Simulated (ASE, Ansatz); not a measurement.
# Electronic structure of random rock-salt alloy of CaS and PbS (64 atoms), part 2 of 2

What does DFT give for random rock-salt alloy of CaS and PbS (64 atoms) as built?

Ansatz 0.2.0; Kohn-Sham DFT, PBE, PAW (set soft_2), plane waves.

The cell: 24 Pb, 32 S and 8 Ca. The host structure and its lattice constant were typed by rule, without a check against the phase diagram. Sampling is at Γ alone, for a cell whose shortest periodic width is 12 Å. No spin–orbit coupling is included.

So far: Starting point; Plane-wave single point.

## Step 3: Structure statistics

Bonds and neighbours are counted at the geometry of the runs.

Density 6.47 g/cm³, 25.34 Å³ an atom.

g(r), total and by pair (bins of 0.2 Å):

| r (Å) | total | S-S | S-Pb | S-Ca | Pb-Pb | Pb-Ca | Ca-Ca |
| --- | --- | --- | --- | --- | --- | --- | --- |
| 2.80 | 0.72 | 0.00 | 1.62 | 0.92 | 0.00 | 0.00 | 0.00 |
| 3.00 | 6.27 | 0.00 | 12.42 | 13.08 | 0.00 | 0.00 | 0.00 |
| 3.20 | 0.00 | 0.00 | 0.00 | 0.00 | 0.00 | 0.00 | 0.00 |
| 3.40 | 0.00 | 0.00 | 0.00 | 0.00 | 0.00 | 0.00 | 0.00 |
| 3.60 | 0.00 | 0.00 | 0.00 | 0.00 | 0.00 | 0.00 | 0.00 |
| 3.80 | 0.00 | 0.00 | 0.00 | 0.00 | 0.00 | 0.00 | 0.00 |
| 4.00 | 0.19 | 0.53 | 0.00 | 0.00 | 0.41 | 0.00 | 0.00 |
| 4.20 | 6.81 | 13.51 | 0.00 | 0.00 | 13.73 | 13.64 | 15.20 |
| 4.40 | 0.00 | 0.00 | 0.00 | 0.00 | 0.00 | 0.00 | 0.00 |
| 4.60 | 0.00 | 0.00 | 0.00 | 0.00 | 0.00 | 0.00 | 0.00 |
| 4.80 | 0.00 | 0.00 | 0.00 | 0.00 | 0.00 | 0.00 | 0.00 |
| 5.00 | 2.11 | 0.00 | 4.18 | 4.31 | 0.00 | 0.00 | 0.00 |
| 5.20 | 1.00 | 0.00 | 2.04 | 1.92 | 0.00 | 0.00 | 0.00 |
| 5.40 | 0.00 | 0.00 | 0.00 | 0.00 | 0.00 | 0.00 | 0.00 |
| 5.60 | 0.00 | 0.00 | 0.00 | 0.00 | 0.00 | 0.00 | 0.00 |
| 5.80 | 1.42 | 2.75 | 0.00 | 0.00 | 3.00 | 2.93 | 2.37 |
| 6.00 | 0.33 | 0.76 | 0.00 | 0.00 | 0.51 | 0.57 | 1.15 |
| 6.20 | 0.00 | 0.00 | 0.00 | 0.00 | 0.00 | 0.00 | 0.00 |
| 6.40 | 0.02 | 0.00 | 0.02 | 0.06 | 0.00 | 0.00 | 0.00 |
| 6.60 | 5.59 | 0.00 | 11.20 | 11.15 | 0.00 | 0.00 | 0.00 |
| 6.80 | 0.00 | 0.00 | 0.00 | 0.00 | 0.00 | 0.00 | 0.00 |
| 7.00 | 0.00 | 0.00 | 0.00 | 0.00 | 0.00 | 0.00 | 0.00 |
| 7.20 | 4.67 | 9.34 | 0.00 | 0.00 | 9.21 | 9.85 | 7.78 |
| 7.40 | 0.00 | 0.00 | 0.00 | 0.00 | 0.00 | 0.00 | 0.00 |
| 7.60 | 0.00 | 0.00 | 0.00 | 0.00 | 0.00 | 0.00 | 0.00 |
| 7.80 | 0.00 | 0.00 | 0.00 | 0.00 | 0.00 | 0.00 | 0.00 |

Bonds by pair of elements; cutoffs follow the first minimum of g(r), held within bounds set by covalent radii, and pairs that aren't listed don't count as bonded:

| pair A-B | cutoff (Å) | bonds | mean length (Å) | spread (Å) | shortest (Å) | B about A | A about B |
| --- | --- | --- | --- | --- | --- | --- | --- |
| S-Pb | 3.38 | 144 | 2.94 | 0.029 | 2.87 | 4.5 | 6 |
| S-Ca | 3.38 | 48 | 2.94 | 0.023 | 2.88 | 1.5 | 6 |

How many atoms have how many bonded neighbours:

| element | mean | 6 |
| --- | --- | --- |
| Ca | 6 | 8 |
| Pb | 6 | 24 |
| S | 6 | 32 |

Bond angles, per cent of each kind in bins of 5°:

| angle (°) | S-Pb-S | Pb-S-Pb | Ca-S-Pb | S-Ca-S | Ca-S-Ca |
| --- | --- | --- | --- | --- | --- |
| 85–90 | 39.4 | 35.7 | 43.8 | 40.8 | 46.9 |
| 90–95 | 40.6 | 44.5 | 35.8 | 39.2 | 34.4 |
| 95–100 | 0.0 | 0.0 | 0.0 | 0.0 | 0.0 |
| 100–105 | 0.0 | 0.0 | 0.0 | 0.0 | 0.0 |
| 105–110 | 0.0 | 0.0 | 0.0 | 0.0 | 0.0 |
| 110–115 | 0.0 | 0.0 | 0.0 | 0.0 | 0.0 |
| 115–120 | 0.0 | 0.0 | 0.0 | 0.0 | 0.0 |
| 120–125 | 0.0 | 0.0 | 0.0 | 0.0 | 0.0 |
| 125–130 | 0.0 | 0.0 | 0.0 | 0.0 | 0.0 |
| 130–135 | 0.0 | 0.0 | 0.0 | 0.0 | 0.0 |
| 135–140 | 0.0 | 0.0 | 0.0 | 0.0 | 0.0 |
| 140–145 | 0.0 | 0.0 | 0.0 | 0.0 | 0.0 |
| 145–150 | 0.0 | 0.0 | 0.0 | 0.0 | 0.0 |
| 150–155 | 0.0 | 0.0 | 0.0 | 0.0 | 0.0 |
| 155–160 | 0.0 | 0.0 | 0.0 | 0.0 | 0.0 |
| 160–165 | 0.0 | 0.0 | 0.0 | 0.0 | 0.0 |
| 165–170 | 0.0 | 0.0 | 0.0 | 0.0 | 0.0 |
| 170–175 | 0.0 | 0.0 | 0.0 | 0.0 | 0.0 |
| 175–180 | 20.0 | 19.9 | 20.5 | 20.0 | 18.8 |

Bond angles (no mean is given where the spread exceeds 20°):

| angle | count | mean (°) | spread (°) |
| --- | --- | --- | --- |
| S-Pb-S | 360 | - | - |
| Pb-S-Pb | 272 | - | - |
| Ca-S-Pb | 176 | - | - |
| S-Ca-S | 120 | - | - |
| Ca-S-Ca | 32 | - | - |

First main peaks of g(r), for some of the pairs, lie near 4.15 Å (S-S), 2.94 Å (S-Pb), 2.94 Å (S-Ca), 4.15 Å (Pb-Pb), 4.15 Å (Pb-Ca) and 4.16 Å (Ca-Ca). Counting bonds as in the table, all Ca atoms have 6, all Pb atoms have 6 and all S atoms have 6 bonded neighbours.

Local excerpt of 8 atoms (numbers count through the whole input) about Ca31, one of the 8 Ca atoms; x, y, z are measured from there.

| atom | x | y | z | distance (Å) | bonds | Löwdin charge (e) | Fx | Fy | Fz (eV/Å) |
| --- | --- | --- | --- | --- | --- | --- | --- | --- | --- |
| Ca31 | 0.00 | 0.00 | 0.00 | 0.00 | 6 | 1.55 | -0.12 | -0.21 | -0.01 |
| S10 | -0.03 | 2.90 | -0.02 | 2.90 | 6 | -0.98 | 0.60 | -0.34 | 0.09 |
| S20 | 0.03 | -0.03 | -2.92 | 2.92 | 6 | -0.73 | -0.21 | 0.39 | 0.32 |
| S28 | -0.04 | 0.00 | 2.94 | 2.94 | 6 | -0.82 | 0.56 | 0.35 | -0.39 |
| S32 | -2.94 | -0.01 | 0.01 | 2.94 | 6 | -0.63 | 0.44 | -0.02 | -0.06 |
| S64 | 2.95 | -0.04 | 0.01 | 2.95 | 6 | -0.81 | -0.49 | 0.62 | 0.49 |
| S26 | 0.05 | -2.96 | 0.01 | 2.96 | 6 | -0.62 | -0.23 | 0.43 | -0.05 |
| Ca5 | -0.01 | 2.92 | -2.90 | 4.11 | 6 | 1.57 | -0.04 | 0.03 | -0.24 |

The column of bonds counts only the pairs S-Pb within 3.38 Å, S-Ca within 3.38 Å; other neighbours, such as metal atoms beside each other in a compound, aren't counted, and periodic images can show an atom twice.

## Step 4: What came out

```
free energy per atom                             : -5143.8147 eV/atom
density                                          : 6.47 g/cm³
pressure                                         : 3.896 GPa
r.m.s. force component                           : 0.2067 eV/Å
gap (highest filled to lowest empty level) : 0.7693 eV
wall time of the 1 DFT run                       : 14 s
```

The highest filled and lowest empty levels differ by 0.769 eV at Γ alone; the mesh holds the band edges only if they fold onto it, so the gap at this level can be narrower or closed. Counting bonds as in the table, all Ca atoms have 6, all Pb atoms have 6 and all S atoms have 6 bonded neighbours.

Caveats: The geometry was built by rule, was displaced at random and isn't relaxed at this level: its force components are 0.21 eV/Å r.m.s. The pressure of 3.9 GPa means that a free cell would grow at this level.

[Logs are printed without paths, hosts, clocks, repeated set-up lines and the standing remarks that a program may print on its own settings, such as how far it seeks lower states.]

[Hosts, paths, dates, database ids (printed as entryN), source tags and the programs' standing remarks are cut or masked in the printed files.]
